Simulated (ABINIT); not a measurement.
## Rb2Pd (Fm-3m): G0W0 with ABINIT, start to end

How does a plane-wave GW calculation on Rb2Pd (Fm-3m) run from the first input to the gap?

Calculated with ABINIT 10.8.3; PBEsol and many-body steps on it, plane waves.

In doubt: a PseudoDojo file used here is known to give poor structures and forces, which bears on pressures, cells, forces and phonons.

## (1) The starting structure

The structure is cubic, space group Fm-3m (No. 225). The conventional cell has a = 8.246 Å, b = 8.246 Å, c = 8.246 Å, α = 90.00°, β = 90.00°, γ = 90.00°. Nearest to Rb lie 4 Pd at 3.57 Å. Pd has 8 Rb at 3.57 Å nearest. Farther neighbours, and contacts between anions beyond the nearest, are not listed.

As a file:

```cif
data_structure
_symmetry_space_group_name_H-M 'P 1'
_symmetry_Int_Tables_number 1
_cell_length_a 5.8311
_cell_length_b 5.8311
_cell_length_c 5.8311
_cell_angle_alpha 60.000
_cell_angle_beta 60.000
_cell_angle_gamma 60.000
_cell_volume 140.20
loop_
_atom_site_label
_atom_site_type_symbol
_atom_site_fract_x
_atom_site_fract_y
_atom_site_fract_z
_atom_site_occupancy
Rb1 Rb 0.25000 0.25000 0.25000 1
Rb2 Rb 0.75000 0.75000 0.75000 1
Pd3 Pd 0.00000 0.00000 0.00000 1
```

The cell and positions are those that the Materials Project relaxed with its own functionals (PBE, PBE+U or r2SCAN), kept fixed.

## (2) Ground state

This step: ABINIT 10.8.3; DFT, PBEsol with spin-orbit coupling, plane waves, norm-conserving pseudopotentials.

The ground-state density comes first.

run.abi reads:

```
acell 3*1.0 Angstrom
rprim 
  -0.000000000000 4.123218000000 4.123218000000
  4.123218000000 0.000000000000 4.123218000000
  4.123218000000 4.123218000000 0.000000000000
ntypat 2
znucl 37 46
natom 3
typat 1 1 2
xred 
  0.250000000000 0.250000000000 0.250000000000
  0.750000000000 0.750000000000 0.750000000000
  0.000000000000 0.000000000000 0.000000000000
pp_dirpath "pseudos"
pseudos "Rb.upf, Pd.upf"
ecut 37
nspinor 2
ngkpt 4 4 4
nshiftk 1
shiftk 0 0 0
kptopt 1
chksymbreak 0
nband 46
occopt 1
tolvrs 1e-10
nstep 60
prtwf 0
optforces 0
optstress 0
indata_prefix "in"
outdata_prefix "out"
tmpdata_prefix "tmp"
```

Run with:

```
> OMP_NUM_THREADS=1 mpirun -n 8 abinit run.abi > log
```

Standard output:

```text
.Version 10.8.3 of ABINIT. v10.8.2 released Aug 2026.

 Symmetries : space group Fm -3 m (#225); Bravais cF (face-center cubic)
================================================================================
 Values of the parameters that define the memory need of the present run
     intxc =       0    ionmov =       0      iscf =       7    lmnmax =      17
     lnmax =      17     mgfft =      64  mpssoang =       5    mqgrid =    3001
     natom =       3  nloc_mem =       1    nspden =       1   nspinor =       2
    nsppol =       1      nsym =      48    n1xccc =    2501    ntypat =       2
    occopt =       1   xclevel =       2
-    mband =          46        mffmem =           1         mkmem =           1
       mpw =       10200          nfft =      262144          nkpt =           8
================================================================================
  Rough estimation (10% accuracy) of disk space for files :
================================================================================

--------------------------------------------------------------------------------
------------- Echo of variables that govern the present computation ------------
--------------------------------------------------------------------------------
 -outvars: echo values of preprocessed input variables --------
            acell      1.8897261259E+00  1.8897261259E+00  1.8897261259E+00 Bohr

      chksymbreak           0
             ecut      3.70000000E+01 Hartree
-          fftalg         312

              ixc     -116133
              kpt      0.00000000E+00  0.00000000E+00  0.00000000E+00
                       2.50000000E-01  0.00000000E+00  0.00000000E+00
                       5.00000000E-01  0.00000000E+00  0.00000000E+00
                       2.50000000E-01  2.50000000E-01  0.00000000E+00
                       5.00000000E-01  2.50000000E-01  0.00000000E+00
                      -2.50000000E-01  2.50000000E-01  0.00000000E+00
                       5.00000000E-01  5.00000000E-01  0.00000000E+00
                      -2.50000000E-01  5.00000000E-01  2.50000000E-01
         kptrlatt        4    0    0      0    4    0      0    0    4
          kptrlen      4.40768098E+01
P           mkmem           1
            natom           3
            nband          46
            ngfft          64      64      64
             nkpt           8
          nspinor           2
            nstep          60
             nsym          48
           ntypat           2
              occ      1.000000  1.000000  1.000000  1.000000  1.000000  1.000000
                       1.000000  1.000000  1.000000  1.000000  1.000000  1.000000
                       1.000000  1.000000  1.000000  1.000000  1.000000  1.000000
                       1.000000  1.000000  1.000000  1.000000  1.000000  1.000000
                       1.000000  1.000000  1.000000  1.000000  1.000000  1.000000
                       1.000000  1.000000  1.000000  1.000000  1.000000  1.000000
                       0.000000  0.000000  0.000000  0.000000  0.000000  0.000000
                       0.000000  0.000000  0.000000  0.000000
        optforces           0
        optstress           0
            prtwf           0
            rprim     -0.0000000000E+00  4.1232180000E+00  4.1232180000E+00
                       4.1232180000E+00  0.0000000000E+00  4.1232180000E+00
                       4.1232180000E+00  4.1232180000E+00  0.0000000000E+00
          spgroup         225

           tolvrs      1.00000000E-10

             xred      2.5000000000E-01  2.5000000000E-01  2.5000000000E-01
                       7.5000000000E-01  7.5000000000E-01  7.5000000000E-01
[...]
znucl       37.00000   46.00000

================================================================================

 chkinp: Checking input parameters for consistency.

================================================================================
== DATASET  1 ==================================================================
-   mpi_nproc: 8, omp_nthreads: 1 (-1 if OMP is not activated)

--- !DatasetInfo
iteration_state: {dtset: 1, }
dimensions: {natom: 3, nkpt: 8, mband: 46, nsppol: 1, nspinor: 2, nspden: 1, mpw: 10200, }
cutoff_energies: {ecut:  37.0, pawecutdg:  -1.0, }
electrons: {nelect:   3.60000000E+01, charge:   0.00000000E+00, occopt:   1.00000000E+00, tsmear:   1.00000000E-02, }

 Real(R)+Recip(G) space primitive vectors, cartesian coordinates (Bohr,Bohr^-1):
 R(1)=  0.0000000  7.7917528  7.7917528  G(1)= -0.0641704  0.0641704  0.0641704
 R(2)=  7.7917528  0.0000000  7.7917528  G(2)=  0.0641704 -0.0641704  0.0641704
 R(3)=  7.7917528  7.7917528  0.0000000  G(3)=  0.0641704  0.0641704 -0.0641704
 Unit cell volume ucvol=  9.4609662E+02 bohr^3
 Angles (23,13,12)=  6.00000000E+01  6.00000000E+01  6.00000000E+01 degrees

 getcut: wavevector=  0.0000  0.0000  0.0000  ngfft=  64  64  64
         ecut(hartree)=     37.000   => boxcut(ratio)=   2.12111

--- Pseudopotential description ------------------------------------------------
- Rb Generated using ONCVPSP code by D. R. Hamann
- 37.00000   9.00000  180509                  znucl, zion, pspdat
12 -116133 2 -1 2280                          pspcod,pspxc,lmax,lloc,mmax
     nproj     2     4     3     0
     spin-orbit psp
        nprojso     4     4     0
  pspatm : epsatm=   34.49000540
         --- l  ekb(1:nproj) -->
[...]
1    3.228926   -0.378028    0.000731   -0.000024
             2   -1.046655    0.996074    0.000154
  spin-orbit 1    0.151585   -0.072404    0.010473   -0.000748
  spin-orbit 2   -0.036130    0.013159    0.002877   -0.000976
 pspatm: atomic psp has been read  and splines computed

- Pd Generated using ONCVPSP code by D. R. Hamann
- 46.00000  18.00000  180509                  znucl, zion, pspdat
12 -116133 2 -1 1268                          pspcod,pspxc,lmax,lloc,mmax
     nproj     2     4     3     0
     spin-orbit psp
        nprojso     4     4     0
  pspatm : epsatm=   26.18772972
         --- l  ekb(1:nproj) -->
[...]
1    3.139852   -0.751172   -0.009891    0.000134
             2   -1.180558   -0.411464   -0.000400
  spin-orbit 1   -1.118726    0.301083    0.014840   -0.002494
  spin-orbit 2    0.040837   -0.009540    0.008944   -0.000028
 pspatm: atomic psp has been read  and splines computed

   3.42603866E+03                                ecore*ucvol(ha*bohr**3)
--------------------------------------------------------------------------------

_setup2: Arith. and geom. avg. npw (full set) are   10174.828   10174.804

================================================================================

--- !BeginCycle
iteration_state: {dtset: 1, }
solver: {iscf: 7, nstep: 60, nline: 4, wfoptalg: 0, }
tolerances: {tolvrs: 1.00E-10, }

     iter   Etot(hartree)      deltaE(h)  residm     vres2
 ETOT  1  -184.58566962437    -1.846E+02 1.221E-01 3.170E+04
 ETOT  2  -185.24528025771    -6.596E-01 6.220E-02 3.893E+04
 ETOT  3  -188.13726071731    -2.892E+00 1.751E-02 1.045E+04
 ETOT  4  -188.48316480417    -3.459E-01 1.831E-02 5.459E+03
 ETOT  5  -188.72173218777    -2.386E-01 1.372E-02 2.371E+03
 ETOT  6  -188.80118668989    -7.945E-02 2.461E-03 1.350E+03
 ETOT  7  -188.86547830439    -6.429E-02 6.220E-04 5.908E+02
 ETOT  8  -188.87481170296    -9.333E-03 6.049E-04 4.748E+02
 ETOT  9  -188.90588876757    -3.108E-02 1.549E-04 1.188E+02
 ETOT 10  -188.91237505335    -6.486E-03 3.170E-04 4.121E+01
[...]
ETOT 19  -188.91643101087     6.811E-10 3.672E-07 3.743E-05
 ETOT 20  -188.91643101386    -2.987E-09 3.613E-07 1.004E-06
 ETOT 21  -188.91643101395    -8.933E-11 1.630E-07 4.982E-09
 ETOT 22  -188.91643101394     8.868E-12 1.743E-07 3.420E-09
 ETOT 23  -188.91643101394    -3.041E-12 7.161E-08 3.131E-11

 At SCF step   23       vres2   =  3.13E-11 < tolvrs=  1.00E-10 =>converged.

--- !ResultsGS
iteration_state: {dtset: 1, }
comment   : Summary of ground state results
lattice_vectors:
- [ -0.0000000,   7.7917528,   7.7917528, ]
- [  7.7917528,   0.0000000,   7.7917528, ]
- [  7.7917528,   7.7917528,   0.0000000, ]
lattice_lengths: [  11.01920,   11.01920,   11.01920, ]
lattice_angles: [ 60.000,  60.000,  60.000, ] # degrees, (23, 13, 12)
lattice_volume:   9.4609662E+02
convergence: {deltae: -3.041E-12, res2:  3.131E-11, residm:  7.161E-08, diffor:  0.000E+00, }
etotal    :  -1.88916431E+02
entropy   :   0.00000000E+00
fermie    :   4.91546435E-02
cartesian_stress_tensor: null
pressure_GPa: null
xred      :
- [  2.5000E-01,   2.5000E-01,   2.5000E-01, Rb]
- [  7.5000E-01,   7.5000E-01,   7.5000E-01, Rb]
- [  0.0000E+00,   0.0000E+00,   0.0000E+00, Pd]
cartesian_forces: null
force_length_stats: {min: null, max: null, mean: null, }

 Integrated electronic density in atomic spheres:
 ------------------------------------------------
 Atom  Sphere_radius  Integrated_density
[...]
2        2.00000          5.98633899
    3        2.00000         15.34266610
================================================================================

 ----iterations are completed or convergence reached----

 Mean square residual over all n,k,spin=   46.481E-11; max=  71.608E-09
 reduced coordinates (array xred) for    3 atoms
       0.250000      0.250000      0.250000
       0.750000      0.750000      0.750000
       0.000000      0.000000      0.000000
 rms dE/dt=  0.0000E+00; max dE/dt=  0.0000E+00; dE/dt below (all hartree)
    1       0.000000      0.000000      0.000000
    2       0.000000      0.000000      0.000000
    3       0.000000      0.000000      0.000000

 cartesian coordinates (angstrom) at end:
    1      2.061609     2.061609     2.061609
    2      6.184827     6.184827     6.184827
    3      0.000000     0.000000     0.000000
 length scales=  1.889726  1.889726  1.889726 bohr
              =  1.000000  1.000000  1.000000 angstroms
 prteigrs : about to open file out_EIG
 Fermi (or HOMO) energy (hartree) =   0.04915   Average Vxc (hartree)=  -0.26908
 Eigenvalues (hartree) for nkpt=   8  k points:
 kpt#   1, nband= 46, wtk=  0.01563, kpt=  0.0000  0.0000  0.0000 (reduced coord)
  -2.96248   -2.96248   -1.81990   -1.81990   -1.65537   -1.65537   -1.65537   -1.65537
  -0.95471   -0.95471   -0.95261   -0.95261   -0.39650   -0.39650   -0.38813   -0.38813
  -0.36500   -0.36500   -0.36500   -0.36500   -0.35521   -0.35521   -0.35521   -0.35521
  -0.01778   -0.01778    0.01937    0.01937    0.01937    0.01937    0.03461    0.03461
   0.03461    0.03461    0.03637    0.03637    0.13902    0.13902    0.14267    0.14267
   0.14267    0.14267    0.20436    0.20436    0.20436    0.20436
 prteigrs : prtvol=0 or 1, do not print more k-points.

--- !EnergyTerms
iteration_state     : {dtset: 1, }
comment             : Components of total free energy in Hartree
kinetic             :  6.018701E+01
hartree             :  6.797125E+01
xc                  : -3.446974E+01
Ewald energy        : -9.383108E+01
psp_core            :  3.621236E+00
local_psp           : -1.911517E+02
non_local_psp       : -1.243399E+00
total_energy        : -1.889164E+02
total_energy_eV     : -5.140678E+03
band_energy         : -2.412037E+01

== END DATASET(S) ==============================================================
================================================================================

 -outvars: echo values of variables after computation  --------
           etotal     -1.8891643101E+02
            nband          46
             nkpt           8
          spgroup         225
 [... the other variables as echoed above ...]

 Calculation completed.
```

Wall time 4.1 min (8 MPI ranks of Arm Neoverse N1, shared host); peak memory 1.2 GiB.

Numbers from this step:

* total energy: -5140.6780 eV
* gap: 0.8569 eV
* k of the valence top: -0.25, 0.5, 0.25
* k of the conduction bottom: 0.5, 0, 0
* least direct gap: 0.8895 eV

The gap is indirect, with the least direct gap 0.03 eV higher.

[end of part 1 of 3]

[Long decimals in the printed logs are rounded to 6 places.]

[Logs are printed without paths, hosts, clocks, repeated set-up lines and the standing remarks that a program may print on its own settings, such as how far it seeks lower states.]

[Paths, hosts, dates, memory and timing lines, banners, echoed tables and standing remarks are left out of the program output; an Ansatz launch command may be rebuilt from the run's recorded settings. Measured values are a selection of at most five: reports struck by readers or far from the other reports are left out. None is set beside runs whose start may be inverted or whose files or cutoffs have a known fault.]

[Runs of the session that timed out or met a known fault of the program may be left out.]

[Hosts, paths, dates, database ids (printed as entryN), source tags and the programs' standing remarks are cut or masked in the printed files.]

[G0W0 gaps are taken among the corrected bands and points alone; a level outside them can change the order at an edge.]

[Where Ansatz stands beside ABINIT at settings called matched, ABINIT's density can come from a denser mesh and the files from another edition; pairs whose starting gaps differed by over 0.03 eV were left out, so agreement reads better than it is.]
